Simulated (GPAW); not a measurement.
# 1T-GeBr2 monolayer in an electric field, part 2 of 2

Wanted: the out-of-plane polarisability of 1T-GeBr2 monolayer.

GPAW 26.7.0; GPAW, PAW setups; layer in a repeated cell with vacuum, relaxation of atoms and in-plane cell (the session's first sound run).

So far. Step 8 (Field on): The dipole is now 0.0382 e Å, against 0.0012 in the run without a field. Step 9 (In a field): The dipole is now 0.0765 e Å, against 0.0012 in the run without a field.

## 10. Field on

Level of this step: GPAW, PAW setups; slab in vacuum (GPAW).

File run.py:

```python
import json
import numpy as np
from ase import Atoms
from gpaw import GPAW, PW
from gpaw.external import ConstantElectricField

slab = Atoms(
    ['Br', 'Ge', 'Br'],
    positions=[
        [2.03345, 1.17402, 9.00000],
        [-0.00000, -0.00000, 10.60433],
        [0.00000, 2.34802, 12.20865]],
    cell=[[4.0669, -0.0, 0.0], [-2.03345, 3.52203, 0.0], [0.0, 0.0, 21.2086]],
    pbc=[True, True, False])

slab.calc = GPAW(mode=PW(400), xc='PBE', kpts={'size': (12, 12, 1), 'gamma': True},
                 occupations={'name': 'fermi-dirac', 'width': 0.05}, nbands='200%',
                 convergence={'density': 1e-05}, maxiter=200,
                 poissonsolver={'dipolelayer': 'xy'},
                 external=ConstantElectricField(0.3, [0, 0, 1]),
                 symmetry={'tolerance': 1e-3}, txt='slab.txt')
result = {}
energy = slab.get_potential_energy()
fermi = slab.calc.get_fermi_level()
v = slab.calc.get_electrostatic_potential().mean((0, 1)) - fermi
n = slab.calc.get_pseudo_density().mean((0, 1))
L = slab.cell[2, 2]
z = np.arange(len(v)) * L / len(v)
low, high = slab.positions[:, 2].min(), slab.positions[:, 2].max()
below, above = np.interp([low - 6.8, high + 6.8], z, v)
slopes = [np.interp(x, z, np.gradient(v, z)) for x in (low - 6.8, high + 6.8)]
eps = np.array([[slab.calc.get_eigenvalues(k, s) for k in range(len(slab.calc.get_ibz_k_points()))]
                for s in range(slab.calc.get_number_of_spins())]) - fermi
top, bottom = eps[eps < 0].max(), eps[eps > 0].min()
dipole = slab.get_dipole_moment()[2]
print(f'energy {energy:.4f} eV, Fermi level {fermi:.4f} eV, dipole {dipole:.5f} e A')
print(f'potential 6.8 A off the faces, from the Fermi level: lower {below:.4f} eV, upper {above:.4f} eV')
print(f'slope of the potential there: lower {slopes[0]:.5f}, upper {slopes[1]:.5f} eV/A')
print(f'nearest levels on the mesh: {top:.4f} and {bottom:.4f} eV')
print('magnetic moment', round(slab.get_magnetic_moment(), 3))
result.update(energy=energy, fermi=fermi, dipole=dipole, below=below, above=above, slopes=slopes, edges=[top, bottom],
              z=z.tolist(), v=v.tolist(), n=n.tolist(), positions=slab.positions.tolist(),
              forces=slab.get_forces(apply_constraint=False).tolist(), moments=slab.get_magnetic_moments().tolist())
json.dump(result, open('result.json', 'w'))
```

Run with:

```bash
$ OMP_NUM_THREADS=1 OPENBLAS_NUM_THREADS=1 python run.py
```

Log:

```text
energy -9.5205 eV, Fermi level -2.7959 eV, dipole 0.11470 e A
potential 6.8 A off the faces, from the Fermi level: lower 5.9919 eV, upper 4.5429 eV
slope of the potential there: lower -0.00007, upper 0.00007 eV/A
nearest levels on the mesh: -1.3464 and 1.0004 eV
magnetic moment 0.0
```

The job ended after 1.9 min (1 thread of Intel Xeon Platinum 8259CL at 2.50GHz (Skylake/Cascade Lake), shared host; peak memory 0.4 GiB).

The electrostatic potential energy of an electron (without an applied field's), less the Fermi level, planar mean by z:

| z (Å) | electrostatic potential energy of an electron (without an applied field's), less the Fermi level, planar mean (eV) |
| --- | --- |
| 0.0 | 5.27 |
| 0.5 | 5.99 |
| 1.0 | 5.99 |
| 1.5 | 5.99 |
| 2.0 | 5.99 |
| 2.5 | 5.99 |
| 3.0 | 5.99 |
| 3.5 | 5.99 |
| 4.0 | 5.99 |
| 4.5 | 5.99 |
| 5.0 | 5.99 |
| 5.5 | 5.99 |
| 6.0 | 5.99 |
| 6.5 | 5.97 |
| 7.0 | 5.91 |
| 7.5 | 5.62 |
| 8.0 | 4.26 |
| 8.5 | -1.54 |
| 9.0 | -9.64 |
| 9.5 | -3.73 |
| 10.0 | -2.69 |
| 10.5 | -9.69 |
| 11.0 | -5.59 |
| 11.5 | -2.40 |
| 12.0 | -9.03 |
| 12.5 | -6.85 |
| 13.0 | 1.46 |
| 13.5 | 3.92 |
| 14.0 | 4.42 |
| 14.5 | 4.52 |
| 15.0 | 4.54 |
| 15.5 | 4.54 |
| 16.0 | 4.54 |
| 16.5 | 4.54 |
| 17.0 | 4.54 |
| 17.5 | 4.54 |
| 18.0 | 4.54 |
| 18.5 | 4.54 |
| 19.0 | 4.54 |
| 19.5 | 4.54 |
| 20.0 | 4.54 |
| 20.5 | 4.54 |
| 21.0 | 4.84 |

The dipole is now 0.115 e Å, against 0.0012 in the run without a field.

## 11. The series

The members are put on one axis.

This step: induced dipole against applied field (GPAW 26.7.0).

Table of dipole along the normal by field:

| field (V/Å) | dipole along the normal (e·Å) |
| --- | --- |
| -0.200 | -0.0765 |
| -0.100 | -0.0382 |
| -0.050 | -0.0191 |
| 0.000 | 0.00122 |
| 0.050 | 0.0191 |
| 0.100 | 0.0382 |
| 0.200 | 0.0765 |
| 0.300 | 0.115 |

## 12. A changed run

One more run, with changed settings.

This step: GPAW, PAW setups; slab in vacuum (GPAW 26.7.0).

run.py, as its differences from that of step 10:

```diff
@@ -4,3 +4,2 @@
 from gpaw import GPAW, PW
-from gpaw.external import ConstantElectricField
 
@@ -16,6 +15,5 @@
 slab.calc = GPAW(mode=PW(400), xc='PBE', kpts={'size': (12, 12, 1), 'gamma': True},
-                 occupations={'name': 'fermi-dirac', 'width': 0.05}, nbands='200%',
-                 convergence={'density': 1e-05}, maxiter=200,
+                 occupations={'name': 'fermi-dirac', 'width': 1.0}, nbands='200%',
+                 convergence={'density': 1e-05}, maxiter=75,
                  poissonsolver={'dipolelayer': 'xy'},
-                 external=ConstantElectricField(0.3, [0, 0, 1]),
                  symmetry={'tolerance': 1e-3}, txt='slab.txt')
```

Log:

```text
energy -8.7523 eV, Fermi level -2.7482 eV, dipole 0.00122 e A
potential 6.8 A off the faces, from the Fermi level: lower 5.3923 eV, upper 5.3848 eV
slope of the potential there: lower -0.02609, upper 0.02609 eV/A
nearest levels on the mesh: -1.6543 and 0.8679 eV
magnetic moment 0.0
```

It took 50 s on 1 thread; peak memory 0.23 GiB.

The run finished. A setting was moved off its sound value on purpose, so it serves as a test and not as the result.

The fault put into the input: a smearing of electronvolts (width = 1.0).

## 13. What came out

```yaml
work_function_upper_and_lower_face_fermi_level_placed_in_the_gap_by_the_smearing: 5.188 and 5.196 eV
ionisation_energy_from_the_upper_face_highest_filled_level_on_the_mesh: 6.61 eV
electron_affinity_from_the_upper_face_lowest_empty_kohn_sham_level_on_the_mesh: 4.26 eV
dipole_along_the_normal: 0.0012 e Å, near the numerical noise
induced_dipole_per_field: 0.382 e Å per V/Å
out_of_plane_polarisability_per_area_alpha_eps_0_a: 4.83 Å
```

**Reading.** The field induces 0.382 e Å per V/Å, a polarisable thickness α/(ε0 A) of 4.83 Å beside 3.21 Å between the outermost nuclei. A perfect conductor would give the distance between its two image planes; a dielectric of thickness t gives t(1 - 1/ε). The levels nearest the Fermi level on the mesh lie 2.35 eV apart, so the slab is gapped there: the smearing puts the Fermi level inside the gap, and from either face the ionisation energy is the work function plus 1.4 eV. Both are Kohn-Sham levels on the mesh, and semilocal gaps are too small, so the affinity tends to come out too large and the ionisation energy too small. The induced dipole is linear in the field over this range. The starting lattice was a guess from atomic radii; the relaxation moved it by 24 %. The small printed dipole stands for a step of -15 meV from the lower to the upper face, and the probes find -7.5 meV; values this small are near the numerical noise of both. The layer's cell and atoms come from the relaxation; spin-orbit coupling and temperature are left out.

[Logs are printed without paths, hosts, clocks, repeated set-up lines and the standing remarks that a program may print on its own settings, such as how far it seeks lower states.]

[Hosts, paths, dates, database ids (printed as entryN), source tags and the programs' standing remarks are cut or masked in the printed files.]
